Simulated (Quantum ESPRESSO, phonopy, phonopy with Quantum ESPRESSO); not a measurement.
# CaO (Fm-3m): phonons against volume, part 2 of 2

Aim: how the vibrations of CaO shift with volume, and the expansion that follows.

Experimental results on record:
- heat capacity C_P per formula unit 42.2 J/mol/K and bulk modulus 113 GPa near room temperature (given in “High-Throughput Prediction of Finite-Temperature Properties using the Quasi-Harmonic Approximation”, 2016, arXiv:1603.06924)

Quantum ESPRESSO 7.5; DFT PBE+D3(BJ), scalar-relativistic, plane waves, GBRV ultrasoft pseudopotentials.

So far. Step 15 (Ground state at this cell, V/V0 0.985): The run ends at a pressure of 1.78 GPa. Step 17 (Zone-centre response): The Born charges sum to zero within 8.2e-4 e; the rest is removed before use. Acoustic frequencies in this log differ from zero by the error of the sum rule, which ph.x does not impose.

## 19. Phonons, V/V0 0.985

This step: DFT PBE+D3(BJ), scalar-relativistic, plane waves, GBRV ultrasoft pseudopotentials (phonopy with Quantum ESPRESSO 4.10.0 / 7.5).

The job ended after 66 s (8 threads of Arm Neoverse V1, shared host).

Phonopy, LO-TO term from ph.x's tensors. The phonon branches at the labelled points (cm⁻¹):

| point | branch 1 | branch 2 | branch 3 | branch 4 | branch 5 | branch 6 |
| --- | --- | --- | --- | --- | --- | --- |
| Γ | 0 | 0 | 0 | 288 | 288 | 565 |
| halfway | 158 | 158 | 238 | 317 | 317 | 493 |
| X | 200 | 200 | 308 | 315 | 315 | 394 |
| halfway | 199 | 226 | 305 | 315 | 328 | 389 |
| U | 196 | 276 | 293 | 313 | 362 | 378 |
| jump to K | 196 | 276 | 293 | 313 | 362 | 378 |
| halfway | 154 | 186 | 260 | 293 | 332 | 510 |
| Γ | 0 | 0 | 0 | 288 | 288 | 565 |
| halfway | 139 | 139 | 241 | 301 | 301 | 538 |
| L | 186 | 186 | 319 | 319 | 379 | 484 |
| halfway | 196 | 231 | 317 | 336 | 346 | 432 |
| W | 237 | 272 | 272 | 330 | 360 | 360 |
| halfway | 220 | 226 | 301 | 323 | 330 | 384 |
| X | 200 | 200 | 308 | 315 | 315 | 394 |

No mode is imaginary beyond numerical noise along the path. The highest zone-centre mode (no LO–TO term) moved by +3.9 % for a volume change of -1.5 %.

The time given is that of the 2 pw.x runs on displaced cells behind this step.

## 20. Ground state at this cell, V/V0 1.03

This step: DFT PBE+D3(BJ), scalar-relativistic, plane waves, GBRV ultrasoft pseudopotentials (Quantum ESPRESSO 7.5).

System of this step: CaO. It takes space group Fm-3m (No. 225, cubic). The conventional cell has a = 4.831 Å, b = 4.831 Å, c = 4.831 Å, α = 90.00°, β = 90.00°, γ = 90.00°. Ca has 6 O at 2.42 Å nearest. Nearest to O lie 6 Ca at 2.42 Å. Farther neighbours and most contacts between anions are not listed.

The input, scf.in:

```
&control
   calculation = 'scf'
   prefix = 'x'
   outdir = './tmp'
   pseudo_dir = './pseudo'
   tprnfor = .true.
   tstress = .true.
/
&system
   ibrav = 0
   nat = 2
   ntyp = 2
   ecutwfc = 45.0
   ecutrho = 270.0
   occupations = 'fixed'
   nbnd = 10
   vdw_corr = 'grimme-d3'
   dftd3_version = 4
   dftd3_threebody = .false.
/
&electrons
   conv_thr = 1.0d-12
   mixing_beta = 0.7
   electron_maxstep = 100
/
ATOMIC_SPECIES
 Ca     40.0780  Ca.upf
 O      15.9990  O.upf
CELL_PARAMETERS angstrom
     0.000000000    2.415341611    2.415341611
     2.415341611    0.000000000    2.415341611
     2.415341611    2.415341611    0.000000000
ATOMIC_POSITIONS crystal
 Ca     0.000000000   0.000000000   0.000000000
 O      0.500000000   0.500000000   0.500000000
K_POINTS automatic
 8 8 8 0 0 0
```

Started as:

```console
> OMP_NUM_THREADS=1 mpirun -n 8 pw.x -nk 8 -in scf.in > scf.out
```

Wall time 2.6 s (8 MPI ranks); 20 s of CPU time.

The run ends at a pressure of -3.12 GPa.

## 21. Ph1.030 field d3hess

The input, d3hess.in:

```
&input
   prefix = 'x'
   outdir = './tmp'
   step = 0.001
/
```

Started as:

```console
> d3hess.x -in d3hess.in > d3hess.out
```

Wall time 2.2 s (1 thread).

## 22. Born charges and dielectric tensor

The input, ph.in:

```
phonons
&inputph
   prefix = 'x'
   outdir = './tmp'
   fildyn = 'x.dyn'
   tr2_ph = 1.0d-18
   epsil = .true.
/
0.000000000 0.000000000 0.000000000
```

scf.in is that of step 20.

Started as:

```console
> OMP_NUM_THREADS=1 mpirun -n 8 ph.x -nk 8 -in ph.in > ph.out
```

The job ended after 29 s (8 MPI ranks).

The Born charges sum to zero within 7.0e-4 e; the rest is removed before use. Acoustic frequencies in this log differ from zero by the error of the sum rule, which ph.x does not impose.

## 23. A displaced supercell

System of this step: CaO. It takes space group Imm2 (No. 44, orthorhombic). The conventional cell has a = 6.832 Å, b = 9.661 Å, c = 6.832 Å, α = 90.00°, β = 90.00°, γ = 90.00°. Nearest to Ca lie 6 O at 2.40 to 2.43 Å. Ca has 6 O at 2.42 Å nearest. Nearest to Ca lie 6 O at 2.42 Å. Nearest to O lie 6 Ca at 2.42 Å. Farther neighbours and most contacts between anions are not listed.

The input, disp-00001.in:

```
&control
   calculation = 'scf'
   prefix = 'x'
   outdir = './tmp'
   pseudo_dir = './pseudo'
   tprnfor = .true.
   disk_io = 'none'
/
&system
   ibrav = 0
   nat = 16
   ntyp = 2
   ecutwfc = 45.0
   ecutrho = 270.0
   occupations = 'fixed'
   nbnd = 66
   vdw_corr = 'grimme-d3'
   dftd3_version = 4
   dftd3_threebody = .false.
/
&electrons
   conv_thr = 1.0d-11
   mixing_beta = 0.7
   electron_maxstep = 100
/
ATOMIC_SPECIES
 Ca     40.0780  Ca.upf
 O      15.9990  O.upf
CELL_PARAMETERS angstrom
     0.000000000    4.830683221    4.830683221
     4.830683221    0.000000000    4.830683221
     4.830683221    4.830683221    0.000000000
ATOMIC_POSITIONS crystal
 Ca     0.002927564   0.000000000   0.000000000
 Ca     0.500000000   0.000000000   0.000000000
 Ca     0.000000000   0.500000000   0.000000000
 Ca     0.500000000   0.500000000   0.000000000
 Ca     0.000000000   0.000000000   0.500000000
 Ca     0.500000000   0.000000000   0.500000000
 Ca     0.000000000   0.500000000   0.500000000
 Ca     0.500000000   0.500000000   0.500000000
 O      0.250000000   0.250000000   0.250000000
 O      0.750000000   0.250000000   0.250000000
 O      0.250000000   0.750000000   0.250000000
 O      0.750000000   0.750000000   0.250000000
 O      0.250000000   0.250000000   0.750000000
 O      0.750000000   0.250000000   0.750000000
 O      0.250000000   0.750000000   0.750000000
 O      0.750000000   0.750000000   0.750000000
K_POINTS automatic
 3 3 3 0 0 0
```

Started as:

```console
> OMP_NUM_THREADS=1 mpirun -n 4 pw.x -nk 4 -in disp-00001.in > disp-00001.out
```

Run time: 69 s. Hardware: 4 MPI ranks.

## 24. Lattice dynamics at this volume, V/V0 1.03

This step: DFT PBE+D3(BJ), scalar-relativistic, plane waves, GBRV ultrasoft pseudopotentials (phonopy with Quantum ESPRESSO 4.10.0 / 7.5).

Elapsed: 69 s, on 8 threads; 9.1 min of CPU time.

No mode is imaginary beyond numerical noise along the path. The highest zone-centre mode (no LO–TO term) moved by -7.6 % for a volume change of +3.0 %.

The time given is that of the 2 pw.x runs on displaced cells behind this step.

## 25. Ground state at this cell, V/V0 0.97

This step: DFT PBE+D3(BJ), scalar-relativistic, plane waves, GBRV ultrasoft pseudopotentials (Quantum ESPRESSO 7.5).

System of this step: CaO. It takes space group Fm-3m (No. 225, cubic). Conventional cell: a = 4.735 Å, b = 4.735 Å, c = 4.735 Å, α = 90.00°, β = 90.00°, γ = 90.00°. Nearest to Ca lie 6 O at 2.37 Å. Nearest to O lie 6 Ca at 2.37 Å. Farther neighbours and most contacts between anions are not listed.

Edit scf.in of step 22 so:

```diff
@@ -29,5 +29,5 @@
 CELL_PARAMETERS angstrom
-     0.000000000    2.415341611    2.415341611
-     2.415341611    0.000000000    2.415341611
-     2.415341611    2.415341611    0.000000000
+     0.000000000    2.367500430    2.367500430
+     2.367500430    0.000000000    2.367500430
+     2.367500430    2.367500430    0.000000000
 ATOMIC_POSITIONS crystal
```

Started as:

```console
> OMP_NUM_THREADS=1 mpirun -n 8 pw.x -nk 8 -in scf.in > scf.out
```

Wall time 2.8 s (8 MPI ranks).

The run ends at a pressure of 3.69 GPa.

## 26. Ph0.970 field d3hess

d3hess.in is that of step 21.

Started as:

```console
> d3hess.x -in d3hess.in > d3hess.out
```

Wall time 2.2 s (1 thread).

## 27. Zone-centre response

ph.in is that of step 22.

scf.in is that of step 25.

Started as:

```console
> OMP_NUM_THREADS=1 mpirun -n 8 ph.x -nk 8 -in ph.in > ph.out
```

Wall time 28 s (8 MPI ranks); 3.7 min of CPU time.

ε∞:

```
3.80 0.00 0.00
0.00 3.80 0.00
0.00 0.00 3.80
```

The Born charges sum to zero within 8.6e-4 e; the rest is removed before use. Acoustic frequencies in this log differ from zero by the error of the sum rule, which ph.x does not impose.

## 28. Forces on a displaced cell

System of this step: CaO. It takes space group Imm2 (No. 44, orthorhombic). The conventional cell has a = 6.696 Å, b = 9.470 Å, c = 6.696 Å, α = 90.00°, β = 90.00°, γ = 90.00°. Nearest to Ca lie 6 O at 2.35 to 2.38 Å. Ca has 6 O at 2.37 Å nearest. O has 6 Ca at 2.37 Å nearest. Farther neighbours and most contacts between anions are not listed.

Edit disp-00001.in of step 23 so:

```diff
@@ -29,7 +29,7 @@
 CELL_PARAMETERS angstrom
-     0.000000000    4.830683221    4.830683221
-     4.830683221    0.000000000    4.830683221
-     4.830683221    4.830683221    0.000000000
+     0.000000000    4.735000859    4.735000859
+     4.735000859    0.000000000    4.735000859
+     4.735000859    4.735000859    0.000000000
 ATOMIC_POSITIONS crystal
- Ca     0.002927564   0.000000000   0.000000000
+ Ca     0.002986723   0.000000000   0.000000000
  Ca     0.500000000   0.000000000   0.000000000
```

Started as:

```console
> OMP_NUM_THREADS=1 mpirun -n 4 pw.x -nk 4 -in disp-00001.in > disp-00001.out
```

Elapsed: 69 s, on 4 MPI ranks.

## 29. Phonons, V/V0 0.97

This step: DFT PBE+D3(BJ), scalar-relativistic, plane waves, GBRV ultrasoft pseudopotentials (phonopy with Quantum ESPRESSO 4.10.0 / 7.5).

Wall time 69 s (8 threads); 9 min of CPU time.

No mode is imaginary beyond numerical noise along the path. The highest zone-centre mode (no LO–TO term) moved by +7.8 % for a volume change of -3.0 %.

The time given is that of the 2 pw.x runs on displaced cells behind this step.

## 30. Ground state at this cell, V/V0 1.05

This step: DFT PBE+D3(BJ), scalar-relativistic, plane waves, GBRV ultrasoft pseudopotentials (Quantum ESPRESSO 7.5).

System of this step: CaO. It takes space group Fm-3m (No. 225, cubic). Conventional cell: a = 4.862 Å, b = 4.862 Å, c = 4.862 Å, α = 90.00°, β = 90.00°, γ = 90.00°. Ca has 6 O at 2.43 Å nearest. Nearest to O lie 6 Ca at 2.43 Å. Farther neighbours and most contacts between anions are not listed.

Edit scf.in of step 27 so:

```diff
@@ -29,5 +29,5 @@
 CELL_PARAMETERS angstrom
-     0.000000000    2.367500430    2.367500430
-     2.367500430    0.000000000    2.367500430
-     2.367500430    2.367500430    0.000000000
+     0.000000000    2.430874781    2.430874781
+     2.430874781    0.000000000    2.430874781
+     2.430874781    2.430874781    0.000000000
 ATOMIC_POSITIONS crystal
```

Started as:

```console
> OMP_NUM_THREADS=1 mpirun -n 8 pw.x -nk 8 -in scf.in > scf.out
```

Elapsed: 2.8 s, on 8 MPI ranks; 21 s of CPU time.

The run ends at a pressure of -4.94 GPa.

## 31. Ph1.050 field d3hess

d3hess.in is that of step 26.

Started as:

```console
> d3hess.x -in d3hess.in > d3hess.out
```

Elapsed: 2 s, on 1 thread.

## 32. All levels side by side

## 33. Born charges and dielectric tensor

ph.in is that of step 27.

scf.in is that of step 30.

Started as:

```console
> OMP_NUM_THREADS=1 mpirun -n 8 ph.x -nk 8 -in ph.in > ph.out
```

Elapsed: 29 s, on 8 MPI ranks.

ε∞:

```
3.77 0.00 0.00
0.00 3.77 0.00
0.00 0.00 3.77
```

The Born charges sum to zero within 6.8e-4 e; the rest is removed before use. Acoustic frequencies in this log differ from zero by the error of the sum rule, which ph.x does not impose.

## 34. Forces on a displaced cell

System of this step: CaO. Symmetry: Imm2, No. 44, orthorhombic system. The conventional cell has a = 6.876 Å, b = 9.723 Å, c = 6.876 Å, α = 90.00°, β = 90.00°, γ = 90.00°. Ca has 6 O at 2.42 to 2.45 Å nearest. Nearest to Ca lie 6 O at 2.43 Å. Ca has 6 O at 2.43 Å nearest. Nearest to O lie 6 Ca at 2.43 Å. Farther neighbours and most contacts between anions are not listed.

Edit disp-00001.in of step 28 so:

```diff
@@ -29,7 +29,7 @@
 CELL_PARAMETERS angstrom
-     0.000000000    4.735000859    4.735000859
-     4.735000859    0.000000000    4.735000859
-     4.735000859    4.735000859    0.000000000
+     0.000000000    4.861749562    4.861749562
+     4.861749562    0.000000000    4.861749562
+     4.861749562    4.861749562    0.000000000
 ATOMIC_POSITIONS crystal
- Ca     0.002986723   0.000000000   0.000000000
+ Ca     0.002908857   0.000000000   0.000000000
  Ca     0.500000000   0.000000000   0.000000000
```

Started as:

```console
> OMP_NUM_THREADS=1 mpirun -n 4 pw.x -nk 4 -in disp-00001.in > disp-00001.out
```

It took 73 s on 4 MPI ranks.

## 35. Phonons, V/V0 1.05

This step: DFT PBE+D3(BJ), scalar-relativistic, plane waves, GBRV ultrasoft pseudopotentials (phonopy with Quantum ESPRESSO 4.10.0 / 7.5).

Elapsed: 77 s, on 8 threads.

Phonopy, LO-TO term from ph.x's tensors. The phonon branches at the labelled points (cm⁻¹):

```
    point  branch 1  branch 2  branch 3  branch 4  branch 5  branch 6
        Γ         0         0         0       242       242       527
  halfway       155       155       204       270       270       467
        X       194       194       265       272       272       379
  halfway       191       215       264       272       288       372
        U       181       254       260       273       330       354
jump to K       181       254       260       273       330       354
  halfway       128       180       238       255       286       478
        Γ         0         0         0       242       242       527
  halfway       123       123       226       258       258       502
        L       161       161       281       281       356       450
  halfway       173       208       278       293       330       402
        W       214       248       248       297       330       330
  halfway       205       215       263       285       290       365
        X       194       194       265       272       272       379
```

No mode is imaginary beyond numerical noise along the path. The highest zone-centre mode (no LO–TO term) moved by -12.6 % for a volume change of +5.0 %.

The time given is that of the 2 pw.x runs on displaced cells behind this step.

## 36. How the modes move with volume

This step: DFT PBE+D3(BJ), scalar-relativistic, plane waves, GBRV ultrasoft pseudopotentials (phonopy 4.10.0).

This step gave:

* share of modes with a negative Grüneisen parameter: 0

Mean Grüneisen, by row:

```
T (K)  heat-capacity-weighted mean  root mean square
   50                        1.482             1.618
  100                         1.56             1.667
  200                        1.574              1.67
  300                        1.568             1.663
  500                        1.562             1.657
  800                        1.559             1.654
```

Table of mean mode Grueneisen parameter by wavenumber:

```csv
wavenumber (cm⁻¹),mean mode Grueneisen parameter
9,-
28,1.67
65,1.31
83,1.78
120,1.51
139,1.69
157,1.47
194,1.24
213,1.22
231,1.24
268,1.42
287,1.88
324,1.92
342,1.47
360,1.25
398,1
416,1.02
434,1.03
472,1.04
490,1.03
527,1.05
545,1.07
```

Volume series, by row:

```csv
V/V0,V (Å³/atom),pressure (GPa),E - E0 (meV/atom),gap (eV),zero-point energy (meV/atom),lowest on the path (cm⁻¹),highest at Gamma without the LO-TO term (cm⁻¹)
0.97,13.27,3.689,4.85,3.646,56.51,0,298.9
0.985,13.48,1.776,1.24,3.652,55.23,0,288
1,13.68,0.013,0,3.658,53.99,0,277.2
1.015,13.89,-1.615,0.932,3.662,52.75,0,266.6
1.03,14.09,-3.116,3.868,3.665,51.56,0,256.1
1.05,14.36,-4.94,10.63,3.667,50,0,242.2
```

Table of optical frequency at Gamma without the LO-TO term, mode 4 by V/V0:

| V/V0 | optical frequency at Gamma without the LO-TO term, mode 4 (cm⁻¹) |
| --- | --- |
| 0.9700 | 299 |
| 0.9850 | 288 |
| 1.0000 | 277 |
| 1.0150 | 267 |
| 1.0300 | 256 |
| 1.0500 | 242 |

Grüneisen at points, by row:

```
point  branch  frequency (cm⁻¹)  mode Grüneisen parameter
    Γ       4             277.2                      2.58
    Γ       6             555.5                      1.08
    X       1             199.4                      0.29
    X       3             298.8                      2.16
    X       4             304.6                      2.35
    X       6             389.5                      0.68
    U       1             192.5                      1.11
    U       2             271.2                      1.21
    U       3             286.4                      1.61
    U       4             303.5                      2.15
    U       5             353.8                       1.5
    U       6               371                      1.17
    K       1             192.5                      1.11
    K       2             271.2                      1.21
    K       3             286.4                      1.61
    K       4             303.5                      2.15
    K       5             353.8                       1.5
    K       6               371                      1.17
    L       1             179.7                      2.17
    L       3             309.9                      1.97
    L       5             373.8                      0.98
    L       6             475.5                      1.13
    W       1             231.7                      1.56
    W       2               268                      1.21
    W       4             322.3                      1.64
    W       5             351.6                      1.54
```

## 37. Quasi-harmonic fit by phonopy

Numbers from this step:

```yaml
volume_expansion_coefficient_at_300_k: 39.04 1e-6/K
isothermal_bulk_modulus_at_300_k: 104.9 GPa
c_p_at_300_k: 21.64 J/mol-atom/K
grueneisen_parameter_at_300_k: 1.615
```

Energy (each curve on its own zero) against volume; values in meV/atom:

| volume (Å³/atom) | static | F at 0 K | F at 300 K | F at 1300 K |
| --- | --- | --- | --- | --- |
| 13.270 | 4.85 | 8.01 | 10.2 | 25.0 |
| 13.475 | 1.24 | 3.13 | 4.52 | 13.6 |
| 13.680 | 0 | 0.65 | 1.19 | 4.6 |
| 13.886 | 0.93 | 0.34 | -0.01 | -2.52 |
| 14.091 | 3.87 | 2.09 | 0.84 | -7.55 |
| 14.364 | 10.6 | 7.29 | 4.76 | -11.7 |

Phonopy-qha, vinet fit of F(V) at each temperature; no electronic free energy. Qha vinet, by row:

```csv
T (K),fitted volume (Å³/atom),alpha_V (1e-6/K),B_T (GPa),C_P (J/mol-atom/K),Grueneisen
100,13.82,14.52,109.2,8.21,1.593
150,13.83,25.03,108.3,14.11,1.605
200,13.85,31.8,107.3,17.84,1.61
250,13.87,36.11,106.1,20.15,1.612
300,13.9,39.04,104.9,21.64,1.615
350,13.93,41.18,103.7,22.66,1.618
400,13.96,42.86,102.5,23.4,1.622
450,13.99,44.25,101.2,23.96,1.627
500,14.02,45.46,100,24.41,1.632
550,14.05,46.55,98.77,24.77,1.637
600,14.09,47.56,97.54,25.09,1.642
650,14.12,48.52,96.31,25.36,1.648
700,14.15,49.44,95.08,25.61,1.654
750,14.19,50.35,93.85,25.85,1.66
```

The volume expansion coefficient, phonopy-qha, Vinet by temperature:

temperature (K), volume expansion coefficient, phonopy-qha, Vinet (1e-6/K) and a bar from the least value:
```
       75        8.3 
      100       14.5 ####
      125       20.3 ########
      150       25.0 ############
      175       28.8 ##############
      200       31.8 #################
      225       34.2 ##################
      250       36.1 ####################
      275       37.7 #####################
      300       39.0 ######################
      325       40.2 #######################
      350       41.2 #######################
      375       42.1 ########################
      400       42.9 ########################
      425       43.6 #########################
      450       44.2 #########################
      475       44.9 ##########################
      500       45.5 ##########################
      525       46.0 ###########################
      550       46.5 ###########################
      575       47.1 ###########################
      600       47.6 ############################
      625       48.0 ############################
      650       48.5 ############################
      675       49.0 #############################
      700       49.4 #############################
      725       49.9 #############################
      750       50.4 ##############################
      775       50.8 ##############################
```

The fit gives a volume expansion of 39.0 × 10⁻⁶/K at 300 K.

## 38. Results

```json
{
 "volume expansion coefficient at 300 K": "39.04 1e-6/K",
 "isothermal bulk modulus at 300 K": "104.9 GPa",
 "C_P at 300 K": "21.64 J/mol-atom/K",
 "Grüneisen parameter at 300 K": "1.615",
 "mean mode Grüneisen parameter at 300 K": "1.57"
}
```

**Reading.** Near room temperature CaO expands by 39.0 × 10⁻⁶/K in volume by PBE+D3(BJ), with C_P = 21.6 J/(mol K) per mole of atoms and B_T = 105 GPa. The q-mesh is coarse, and the expansion can converge slowly with it. The table stops at 775 K because beyond it the fitted volume comes within 1 % of the largest computed cell, where the fit loses its support. C_P at room temperature is 87 % of the classical 3R an atom, so the stiffest modes are still partly frozen out. A measured bulk modulus near room temperature is 113 GPa (arXiv:1603.06924); the calculated 105 GPa differs by -7 %. The table does not say whether its value is isothermal or adiabatic. A measured heat capacity per formula unit near room temperature is 42.2 J/mol/K (arXiv:1603.06924); the calculated 43.3 J/mol/K differs by +3 %. The heat-capacity-weighted Grüneisen parameter goes from 1.48 at 50 K to 1.56 at 800 K. Weighting γ by the density of states and each mode's heat capacity at 300 K, modes below 190 cm⁻¹ give about 18 % of the sum of γC that drives the expansion, those up to 370 cm⁻¹ 73 % and the rest 9 %. Among the labelled points γ is largest for branch 4 at Γ (277 cm⁻¹, 2.6) and smallest for branch 1 at X (199 cm⁻¹, 0.29). The supercell is small: only its own wavevectors are exact, and branches between them are interpolated and can be misplaced.

[Logs are printed without paths, hosts, clocks, repeated set-up lines and the standing remarks that a program may print on its own settings, such as how far it seeks lower states.]

[Hosts, paths, dates, database ids (printed as entryN), source tags and the programs' standing remarks are cut or masked in the printed files.]

[A step with changed settings may run another functional than the one named; its input shows which.]

[Of the runs on displaced cells, only some may be shown.]
